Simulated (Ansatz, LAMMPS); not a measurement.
# Elastic response of Ga2O3 with crystalline order left by the classical run (100 atoms), part 3 of 3

Aim: relax Ga2O3 with crystalline order left by the classical run (100 atoms), then change its volume and shape to read moduli from the stress.

Ansatz 0.2.0; Kohn-Sham DFT, PBE, PAW (set soft_1), plane waves.

The cell: 40 Ga and 60 O. The quench rate of 100 K/ps far exceeds what a furnace or splat quench reaches. The starting topology of bonds comes from the classical model. The Brillouin zone is sampled at Γ only.

So far. Step 6 (Volume +3 %): The relaxation converged after 6 steps, 0.223 eV below its start, with a largest force component of 0.044 eV/Å. Step 6 (Volume +3 %): Volume +3 %: the energy stands 0.293 eV above that of the reference, at a pressure of -2.67 GPa.

## Step 7: Volume -6 %

The relaxed cell is scaled to another volume.

input.yaml reads:

```yaml
crystal:
  lattice:
    - [9.54308, 0.11487, -0.20437]
    - [0.11487, 10.29272, 0.11582]
    - [-0.20437, 0.11582, 10.59388]
  atoms:
    [... the 100 atom lines of step 4 ...]
kpoints:
  mp_grid: { grid: [1, 1, 1] }
hamiltonian:
  xc: pbe
  pseudopotentials: { kind: paw, azcp: { folder: soft_1 } }
scf:
  occupations: { method: fixed }
output:
  forces: true
  eigenvalues: true
  stress: true
relax:
  f_tol: 0.05
  max_steps: 70
```

The run is started by

```
$ ansatz run input.yaml --threads 4 --pin off --max-ram 8192MiB --backend cpu --events-out ev --progress --plain --runs-dir out
```

Numbers of over 12 decimals in the logs are rounded to 6 here.

The log of the run:

```text
[...]
Crystal: 100 atoms, lattice volume = 1039.873 Å³
Basis set: ecut = 420 eV, 20327 PW (Γ), exchange–correlation on 128×144×144 points (8 copies of the dense FFT grid, shifted against one another)
Bands: 540, of which v1, the nominal top of the filled ones, is band 440 counted from 1 (439 counted from 0)
Symmetry: 1 space group operations
[...]
k-points: 1
[...]
SCF iter   1: F=—  HF=-185412.351568 eV  |F-HF|=—  |Δ(HF+E_count)|=         —  Δρ=1.24e-1  dr2=7.98e1  ethr=3.10e-3  ⟨swp⟩=4.0  Hψ=1502  notcnv=0  defer=95
[...]
SCF iter   9: F=—  HF=-185386.197133 eV  |F-HF|=—  |Δ(HF+E_count)|=   3.49e-4  Δρ=6.01e-5  dr2=3.89e-5  ethr=3.05e-8  ⟨swp⟩=2.0  Hψ=888  notcnv=0  defer=98
SCF iter  10: F=-185386.197151 eV  HF=-185386.197152 eV  |F-HF|=6.78e-7  |Δ(HF+E_count)|=   1.92e-5  Δρ=3.27e-5  dr2=1.09e-5  ethr=4.42e-9  ⟨swp⟩=13.0  Hψ=2734  notcnv=0
SCF 1 converged in 10 iterations: F = -185386.197151 eV  dr2 = 1.09e-5
[...]
relax step   1: F+E_penalty+E_count = -185386.19715146 eV  Δ(F+E_penalty+E_count) = +0.000e0 eV  max|allowed force component| = 5.911e-1 eV/Å  Δτ_max = 0.0000 Å  (10 SCF iters, dr2 threshold 6.25e-5 eV, accepted)
[...]
relax step   2: F+E_penalty+E_count = -185386.60934036 eV  Δ(F+E_penalty+E_count) = -4.122e-1 eV  max|allowed force component| = 3.696e-1 eV/Å  Δτ_max = 0.0619 Å  (6 SCF iters, dr2 threshold 2.18e-5 eV, accepted)
[...]
relax step   3: F+E_penalty+E_count = -185386.91505836 eV  Δ(F+E_penalty+E_count) = -3.057e-1 eV  max|allowed force component| = 2.411e-1 eV/Å  Δτ_max = 0.0722 Å  (8 SCF iters, dr2 threshold 8.54e-6 eV, accepted)
relax step   4: F+E_penalty+E_count = -185387.05781671 eV  Δ(F+E_penalty+E_count) = -1.428e-1 eV  max|allowed force component| = 3.482e-1 eV/Å  Δτ_max = 0.2000 Å  (8 SCF iters, dr2 threshold 2.27e-5 eV, accepted)
relax step   5: F+E_penalty+E_count = -185387.12415138 eV  Δ(F+E_penalty+E_count) = -6.633e-2 eV  max|allowed force component| = 1.008e-1 eV/Å  Δτ_max = 0.1533 Å  (6 SCF iters, dr2 threshold 5.16e-5 eV, accepted)
[...]
relax step   6: F+E_penalty+E_count = -185387.13096605 eV  Δ(F+E_penalty+E_count) = -6.815e-3 eV  max|allowed force component| = 2.014e-2 eV/Å  Δτ_max = 0.0189 Å  (8 SCF iters, accepted)
SCF converged after 8 iterations
Free energy (F): -185387.130966 eV
[...]
Internal energy: -185387.130966 eV  (E = F + TS)
E sigma→0 (E₀):  -185387.130966 eV
Fermi energy:    8.509242 eV
[...]
Σ components = -185387.130966   (vs F -185387.130966, Δ=0.00e0)
--- Forces (eV/Å), atoms counted from 1 ---
  atom   1  Ga    -0.00020310     0.00043549     0.00202196
  atom   2  Ga     0.01739413    -0.00508165    -0.00175706
  atom   3  Ga    -0.01137507    -0.00595036     0.00045501
  atom   4  Ga    -0.00336244     0.00892190     0.00512069
[...]
atom 100  O     -0.00244304     0.00515835     0.00856511
  max |Σ_I F_I| component: 2.41e-5 eV/Å
--- Stress (GPa, compression-positive) ---
        8.762515      -0.659752       0.232005
       -0.659752       8.363908       0.402565
        0.232005       0.402565       6.571940
  P = ⅓ Tr σ = 7.8995 GPa (78.995 kbar)
--- Band table (eV) ---
[...]
--- Relaxed structure (6 steps of the walk, 6 accepted, 0 SCFs on fresh bases) ---
  F+E_penalty+E_count = -185387.13096605 eV   max|allowed force component| = 2.014e-2 eV/Å
  atoms:
    - { symbol: Ga, position: [0.781107, 0.133441, 0.385390] }
    - { symbol: Ga, position: [0.729597, 0.326851, 0.599528] }
    - { symbol: Ga, position: [0.235804, 0.696588, 0.071208] }
    - { symbol: Ga, position: [0.493577, 0.890328, 0.294775] }
[...]
- { symbol: O, position: [0.370408, 0.029340, 0.800624] }
```

The job ended after 2.8 min (4 threads of Arm Neoverse V1, shared host; peak memory 1.7 GiB).

The relaxation converged after 6 steps, 0.934 eV below its start, with a largest force component of 0.020 eV/Å.

Volume -6 %: the energy stands 1.52 eV above that of the reference, at a pressure of 7.90 GPa.

## Step 8: Volume +6 %

The relaxed cell is scaled to another volume.

Input and log are left out; they have the form of those shown for this kind of step.

Wall time 4.1 min (4 threads of Arm Neoverse V1, shared host); peak memory 1.9 GiB; 15 min of CPU time.

The relaxation converged after 7 steps, 0.920 eV below its start, with a largest force component of 0.025 eV/Å.

Volume +6 %: the energy stands 1.05 eV above that of the reference, at a pressure of -4.58 GPa.

## Step 9: Volume -10 %

The relaxed cell is scaled to another volume.

Input and log are left out; they have the form of those shown for this kind of step.

Run time: 3.4 min. Hardware: 4 threads of Arm Neoverse V1, shared host; peak memory 1.7 GiB; 13 min of CPU time.

The relaxation converged after 7 steps, 2.75 eV below its start, with a largest force component of 0.019 eV/Å.

Volume -10 %: the energy stands 4.64 eV above that of the reference, at a pressure of 14.8 GPa.

## Step 10: Stretched by 1 % along x

The relaxed cell is strained along x alone, which gives the stiffness along x and its coupling to y and z.

input.yaml, the sections that differ from step 7:

```yaml
crystal:
  lattice:
    - [9.83937, 0.11726, -0.20863]
    - [0.11843, 10.50721, 0.11823]
    - [-0.21072, 0.11823, 10.81465]
  atoms:
    [... the 100 atom lines of step 4 ...]
# kpoints, hamiltonian, scf, output, relax: as in step 7
```

The log of the run:

```text
[...]
Crystal: 100 atoms, lattice volume = 1117.310 Å³
Basis set: ecut = 420 eV, 21845 PW (Γ), exchange–correlation on 144×144×150 points (8 copies of the dense FFT grid, shifted against one another)
Bands: 540, of which v1, the nominal top of the filled ones, is band 440 counted from 1 (439 counted from 0)
Symmetry: 1 space group operations
[...]
k-points: 1
[...]
SCF iter   1: F=—  HF=-185412.938105 eV  |F-HF|=—  |Δ(HF+E_count)|=         —  Δρ=1.16e-1  dr2=7.26e1  ethr=3.10e-3  ⟨swp⟩=4.0  Hψ=1453  notcnv=0  defer=95
[...]
SCF iter   9: F=—  HF=-185388.533018 eV  |F-HF|=—  |Δ(HF+E_count)|=   3.95e-4  Δρ=9.92e-5  dr2=1.09e-4  ethr=3.34e-8  ⟨swp⟩=2.0  Hψ=887  notcnv=0  defer=98
SCF iter  10: F=-185388.533033 eV  HF=-185388.533023 eV  |F-HF|=1.00e-5  |Δ(HF+E_count)|=   5.30e-6  Δρ=3.41e-5  dr2=1.60e-5  ethr=7.10e-9  ⟨swp⟩=11.0  Hψ=2651  notcnv=0
SCF 1 converged in 10 iterations: F = -185388.533033 eV  dr2 = 1.60e-5
[...]
relax step   1: F+E_penalty+E_count = -185388.53303298 eV  Δ(F+E_penalty+E_count) = +0.000e0 eV  max|allowed force component| = 2.150e-1 eV/Å  Δτ_max = 0.0000 Å  (10 SCF iters, dr2 threshold 6.25e-5 eV, accepted)
[...]
relax step   2: F+E_penalty+E_count = -185388.55110121 eV  Δ(F+E_penalty+E_count) = -1.807e-2 eV  max|allowed force component| = 1.267e-1 eV/Å  Δτ_max = 0.0193 Å  (6 SCF iters, dr2 threshold 2.89e-6 eV, accepted)
[...]
relax step   3: F+E_penalty+E_count = -185388.56269287 eV  Δ(F+E_penalty+E_count) = -1.159e-2 eV  max|allowed force component| = 5.533e-2 eV/Å  Δτ_max = 0.0130 Å  (8 SCF iters, accepted)
[...]
relax step   4: F+E_penalty+E_count = -185388.56775578 eV  Δ(F+E_penalty+E_count) = -5.063e-3 eV  max|allowed force component| = 2.776e-2 eV/Å  Δτ_max = 0.0341 Å  (9 SCF iters, accepted)
SCF converged after 9 iterations
Free energy (F): -185388.567756 eV
[...]
Internal energy: -185388.567756 eV  (E = F + TS)
E sigma→0 (E₀):  -185388.567756 eV
Fermi energy:    7.518841 eV
[...]
Σ components = -185388.567756   (vs F -185388.567756, Δ=0.00e0)
--- Forces (eV/Å), atoms counted from 1 ---
  atom   1  Ga    -0.01650053    -0.00647030     0.00769975
  atom   2  Ga    -0.01096976    -0.00999347     0.00412970
  atom   3  Ga     0.01486978     0.00391075     0.00742196
  atom   4  Ga     0.00273694    -0.00454673    -0.00437968
[...]
atom 100  O     -0.00924448    -0.00976358     0.00079248
  max |Σ_I F_I| component: 1.05e-5 eV/Å
--- Stress (GPa, compression-positive) ---
       -2.397081       0.153801      -0.016938
        0.153801      -0.586165       0.030473
       -0.016938       0.030473      -0.445705
  P = ⅓ Tr σ = -1.1430 GPa (-11.430 kbar)
--- Band table (eV) ---
[...]
--- Relaxed structure (4 steps of the walk, 4 accepted, 0 SCFs on fresh bases) ---
  F+E_penalty+E_count = -185388.56775578 eV   max|allowed force component| = 2.776e-2 eV/Å
  atoms:
    - { symbol: Ga, position: [0.779192, 0.136619, 0.385864] }
    - { symbol: Ga, position: [0.721459, 0.327723, 0.596033] }
    - { symbol: Ga, position: [0.244896, 0.689925, 0.071125] }
    - { symbol: Ga, position: [0.490894, 0.894243, 0.294125] }
[...]
- { symbol: O, position: [0.361917, 0.029996, 0.805075] }
```

The job ended after 2.1 min (4 threads; peak memory 1.8 GiB).

The relaxation converged after 4 steps, 0.0347 eV below its start, with a largest force component of 0.028 eV/Å.

Stretched by 1 % along x: the energy stands 0.0856 eV above that of the reference, at a pressure of -1.14 GPa.

## Step 11: Compressed by 1 % along x

The relaxed cell is strained along x alone, which gives the stiffness along x and its coupling to y and z.

input.yaml, the sections that differ from step 10:

```yaml
crystal:
  lattice:
    - [9.64453, 0.11726, -0.20863]
    - [0.11609, 10.50721, 0.11823]
    - [-0.20654, 0.11823, 10.81465]
  atoms:
    [... the 100 atom lines of step 4 ...]
# kpoints, hamiltonian, scf, output, relax: as in step 10
```

The log of the run:

```text
[...]
Crystal: 100 atoms, lattice volume = 1095.185 Å³
Basis set: ecut = 420 eV, 21383 PW (Γ), exchange–correlation on 144×144×150 points (8 copies of the dense FFT grid, shifted against one another)
Bands: 540, of which v1, the nominal top of the filled ones, is band 440 counted from 1 (439 counted from 0)
Symmetry: 1 space group operations
[...]
k-points: 1
[...]
SCF iter   1: F=—  HF=-185413.389740 eV  |F-HF|=—  |Δ(HF+E_count)|=         —  Δρ=1.18e-1  dr2=7.45e1  ethr=3.10e-3  ⟨swp⟩=4.0  Hψ=1460  notcnv=0  defer=93
[...]
SCF iter  10: F=-185388.523999 eV  HF=-185388.524000 eV  |F-HF|=1.16e-6  |Δ(HF+E_count)|=   1.75e-5  Δρ=4.43e-5  dr2=2.07e-5  ethr=7.10e-9  ⟨swp⟩=13.0  Hψ=2795  notcnv=0
SCF 1 converged in 10 iterations: F = -185388.523999 eV  dr2 = 2.07e-5
[...]
relax step   1: F+E_penalty+E_count = -185388.52399860 eV  Δ(F+E_penalty+E_count) = +0.000e0 eV  max|allowed force component| = 2.449e-1 eV/Å  Δτ_max = 0.0000 Å  (10 SCF iters, dr2 threshold 6.25e-5 eV, accepted)
[...]
relax step   2: F+E_penalty+E_count = -185388.54401225 eV  Δ(F+E_penalty+E_count) = -2.001e-2 eV  max|allowed force component| = 1.440e-1 eV/Å  Δτ_max = 0.0185 Å  (6 SCF iters, dr2 threshold 3.75e-6 eV, accepted)
[...]
relax step   3: F+E_penalty+E_count = -185388.55647482 eV  Δ(F+E_penalty+E_count) = -1.246e-2 eV  max|allowed force component| = 5.548e-2 eV/Å  Δτ_max = 0.0126 Å  (8 SCF iters, accepted)
[...]
relax step   4: F+E_penalty+E_count = -185388.56151289 eV  Δ(F+E_penalty+E_count) = -5.038e-3 eV  max|allowed force component| = 4.251e-2 eV/Å  Δτ_max = 0.0319 Å  (9 SCF iters, accepted)
SCF converged after 9 iterations
Free energy (F): -185388.561513 eV
[...]
Internal energy: -185388.561513 eV  (E = F + TS)
E sigma→0 (E₀):  -185388.561513 eV
Fermi energy:    7.777586 eV
[...]
--- Forces (eV/Å), atoms counted from 1 ---
  atom   1  Ga     0.01554740     0.00408162    -0.00667702
  atom   2  Ga     0.01290127     0.00758902    -0.00767891
  atom   3  Ga    -0.01120859    -0.00337833    -0.01028959
  atom   4  Ga    -0.00266332     0.00335568     0.00002895
  atom   5  Ga     0.00190614     0.01018025    -0.00182495
  atom   6  Ga     0.01259645     0.00030513     0.00666364
  atom   7  Ga     0.00329175     0.00703579     0.01835581
  atom   8  Ga     0.01039716     0.01854871     0.00606297
  atom   9  Ga     0.00307980     0.00144876     0.01191557
  atom  10  Ga    -0.00085407    -0.00029812    -0.00785180
  atom  11  Ga    -0.00686129     0.00172901    -0.00100695
  atom  12  Ga    -0.00140315    -0.00413831    -0.00166022
  atom  13  Ga     0.00026361    -0.00365570     0.00110270
  atom  14  Ga    -0.00907389    -0.00823630    -0.00635374
[...]
atom  99  O      0.00166414    -0.00322182     0.00038613
  atom 100  O      0.01202500     0.00981259    -0.00328123
  max |Σ_I F_I| component: 2.50e-6 eV/Å
--- Stress (GPa, compression-positive) ---
        2.495799      -0.136588       0.018307
       -0.136588       0.650031      -0.031059
        0.018307      -0.031058       0.529010
  P = ⅓ Tr σ = 1.2249 GPa (12.249 kbar)
--- Band table (eV) ---
[...]
--- Relaxed structure (4 steps of the walk, 4 accepted, 0 SCFs on fresh bases) ---
  F+E_penalty+E_count = -185388.56151289 eV   max|allowed force component| = 4.251e-2 eV/Å
  atoms:
    - { symbol: Ga, position: [0.780737, 0.134922, 0.386331] }
    - { symbol: Ga, position: [0.722324, 0.325437, 0.598482] }
    - { symbol: Ga, position: [0.242807, 0.691878, 0.071275] }
    - { symbol: Ga, position: [0.492036, 0.893103, 0.294185] }
[...]
- { symbol: O, position: [0.363397, 0.029376, 0.803864] }
```

Wall time 1.9 min (4 threads); peak memory 1.8 GiB.

The relaxation converged after 4 steps, 0.0375 eV below its start, with a largest force component of 0.043 eV/Å.

Compressed by 1 % along x: the energy stands 0.0919 eV above that of the reference, at a pressure of 1.22 GPa.

## Step 12: Sheared by 2 % in xy

A shear of the relaxed cell gives the modulus that volume changes can't reach.

input.yaml, the sections that differ from step 11:

```yaml
crystal:
  lattice:
    - [9.74312, 0.21468, -0.20863]
    - [0.22233, 10.50838, 0.11823]
    - [-0.20745, 0.11614, 10.81465]
  atoms:
    [... the 100 atom lines of step 4 ...]
# kpoints, hamiltonian, scf, output, relax: as in step 11
```

The log of the run:

```text
[...]
Crystal: 100 atoms, lattice volume = 1106.136 Å³
Basis set: ecut = 420 eV, 21627 PW (Γ), exchange–correlation on 144×144×150 points (8 copies of the dense FFT grid, shifted against one another)
Bands: 540, of which v1, the nominal top of the filled ones, is band 440 counted from 1 (439 counted from 0)
Symmetry: 1 space group operations
[...]
k-points: 1
[...]
SCF iter   1: F=—  HF=-185413.181612 eV  |F-HF|=—  |Δ(HF+E_count)|=         —  Δρ=1.17e-1  dr2=7.36e1  ethr=3.10e-3  ⟨swp⟩=4.0  Hψ=1455  notcnv=0  defer=93
[...]
SCF iter  10: F=-185388.531473 eV  HF=-185388.531467 eV  |F-HF|=5.91e-6  |Δ(HF+E_count)|=   1.12e-5  Δρ=3.78e-5  dr2=1.74e-5  ethr=7.10e-9  ⟨swp⟩=13.0  Hψ=2776  notcnv=0
SCF 1 converged in 10 iterations: F = -185388.531473 eV  dr2 = 1.74e-5
[...]
relax step   1: F+E_penalty+E_count = -185388.53147339 eV  Δ(F+E_penalty+E_count) = +0.000e0 eV  max|allowed force component| = 3.377e-1 eV/Å  Δτ_max = 0.0000 Å  (10 SCF iters, dr2 threshold 6.25e-5 eV, accepted)
[...]
relax step   2: F+E_penalty+E_count = -185388.56622551 eV  Δ(F+E_penalty+E_count) = -3.475e-2 eV  max|allowed force component| = 1.780e-1 eV/Å  Δτ_max = 0.0133 Å  (6 SCF iters, dr2 threshold 7.13e-6 eV, accepted)
[...]
relax step   3: F+E_penalty+E_count = -185388.59114004 eV  Δ(F+E_penalty+E_count) = -2.491e-2 eV  max|allowed force component| = 6.765e-2 eV/Å  Δτ_max = 0.0176 Å  (9 SCF iters, accepted)
[...]
relax step   4: F+E_penalty+E_count = -185388.60002401 eV  Δ(F+E_penalty+E_count) = -8.884e-3 eV  max|allowed force component| = 4.495e-2 eV/Å  Δτ_max = 0.0461 Å  (9 SCF iters, accepted)
SCF converged after 9 iterations
Free energy (F): -185388.600024 eV
[...]
Internal energy: -185388.600024 eV  (E = F + TS)
E sigma→0 (E₀):  -185388.600024 eV
Fermi energy:    7.646507 eV
[...]
--- Forces (eV/Å), atoms counted from 1 ---
  atom   1  Ga    -0.02216600     0.00367343    -0.00169252
  atom   2  Ga     0.00508183    -0.01098993    -0.00806530
  atom   3  Ga    -0.00181341    -0.00064498     0.02297935
  atom   4  Ga    -0.00900251    -0.01829394    -0.00632796
  atom   5  Ga    -0.01738821    -0.01352886    -0.01105490
  atom   6  Ga     0.00968768     0.01415419    -0.01231600
  atom   7  Ga     0.00507385    -0.01335317    -0.00662828
  atom   8  Ga    -0.00555014    -0.01315392     0.00665970
  atom   9  Ga     0.02368520     0.00501541     0.00081273
  atom  10  Ga     0.01604290     0.00198235     0.00688845
  atom  11  Ga     0.00130982     0.00246717    -0.00241554
  atom  12  Ga     0.01776087     0.01771351    -0.00199368
  atom  13  Ga    -0.00222075     0.00446216    -0.00714471
  atom  14  Ga     0.01428552     0.01113076    -0.00095480
[...]
atom  99  O      0.01804621     0.00938741     0.00326231
  atom 100  O     -0.00418566     0.00010890    -0.00456027
  max |Σ_I F_I| component: 5.28e-5 eV/Å
--- Stress (GPa, compression-positive) ---
        0.403826      -0.680742       0.063455
       -0.680742       0.468254      -0.010186
        0.063455      -0.010186       0.329963
  P = ⅓ Tr σ = 0.4007 GPa (4.007 kbar)
--- Band table (eV) ---
[...]
--- Relaxed structure (4 steps of the walk, 4 accepted, 0 SCFs on fresh bases) ---
  F+E_penalty+E_count = -185388.60002401 eV   max|allowed force component| = 4.495e-2 eV/Å
  atoms:
    - { symbol: Ga, position: [0.782725, 0.138273, 0.385105] }
    - { symbol: Ga, position: [0.724742, 0.326127, 0.596787] }
    - { symbol: Ga, position: [0.242174, 0.690083, 0.070162] }
    - { symbol: Ga, position: [0.490452, 0.894474, 0.293750] }
[...]
- { symbol: O, position: [0.362526, 0.029767, 0.806103] }
```

Elapsed: 1.9 min, on 4 threads; peak memory 1.9 GiB.

The relaxation converged after 4 steps, 0.0686 eV below its start, with a largest force component of 0.045 eV/Å.

Sheared by 2 % in xy: the energy stands 0.0534 eV above that of the reference, at a pressure of 0.401 GPa.

## Step 13: Pressure against volume

Atoms are relaxed at each volume, in the scaled cell.

```
volume change (%)  volume (Å³/atom)  energy change (meV/atom)  pressure (GPa)  largest move on relaxing (Å)  bonds  gap (eV)
              -10             9.956                     46.36           14.81                          0.45    219                2.25
               -6            10.399                     15.22            7.90                          0.23    212                1.93
               -3            10.731                      3.57            3.55                          0.14    210                1.74
               +0            11.062                      0.00            0.00                             -    207                1.58
               +3            11.394                      2.93           -2.67                          0.25    202                1.41
               +6            11.726                     10.47           -4.58                          0.43    198                1.27
```

## Step 14: Uniaxial strain and shear

Stress (GPa, compression positive) less that of the relaxed cell, atoms relaxed:

```
                   strain      xx      yy      zz      xy  energy change (meV/atom)
 stretched by 1 % along x  -2.398  -0.584  -0.445   0.149                      0.86
compressed by 1 % along x   2.495   0.653   0.530  -0.141                      0.92
     sheared by 2 % in xy   0.403   0.471   0.331  -0.686                      0.53
```

## Step 15: Outcome

The bulk modulus, from the slope of pressure against ln V over the three points nearest the relaxed volume, is 104 GPa; a quadratic over all points gives a pressure derivative of about 7.1. The count of bonds runs from 198 to 219 over the series, so at some points contacts cross the cutoffs. The gap goes from 2.25 eV at the smallest volume to 1.27 eV at the largest, -6.0 eV per unit of ln V by a straight line, on the run's k-points. In the Cartesian axes of the cell, finite differences give C11 = 245, C12 = 61.8, C13 = 48.7 and C66 = 34.3 GPa (the shear of 2 % is the engineering strain, εxy = 0.01). The mean of C11, C12 and C13, which equals the bulk modulus in a cubic or isotropic solid, is 118 GPa: it lies 14 % over the bulk modulus from the volumes. For an isotropic solid C66 would equal (C11 − C12)/2 = 91.4 GPa; so small a sample needn't be isotropic, and C66 rests on one shear. The two differ too much for isotropic moduli to be formed.

Caveats: Strains are finite and relaxations stop at the force tolerance of the input, which can leave moduli too stiff; they are those of a static cell at zero temperature. Volumes are changed with the cell's shape held, so in an anisotropic solid the modulus lies over the one under free hydrostatic load. The program notes that the SCF threshold of the relaxations is loose for the stress.

The DFT runs together took 34 min of wall time.

[Logs are printed without paths, hosts, clocks, repeated set-up lines and the standing remarks that a program may print on its own settings, such as how far it seeks lower states.]

[Hosts, paths, dates, database ids (printed as entryN), source tags and the programs' standing remarks are cut or masked in the printed files.]
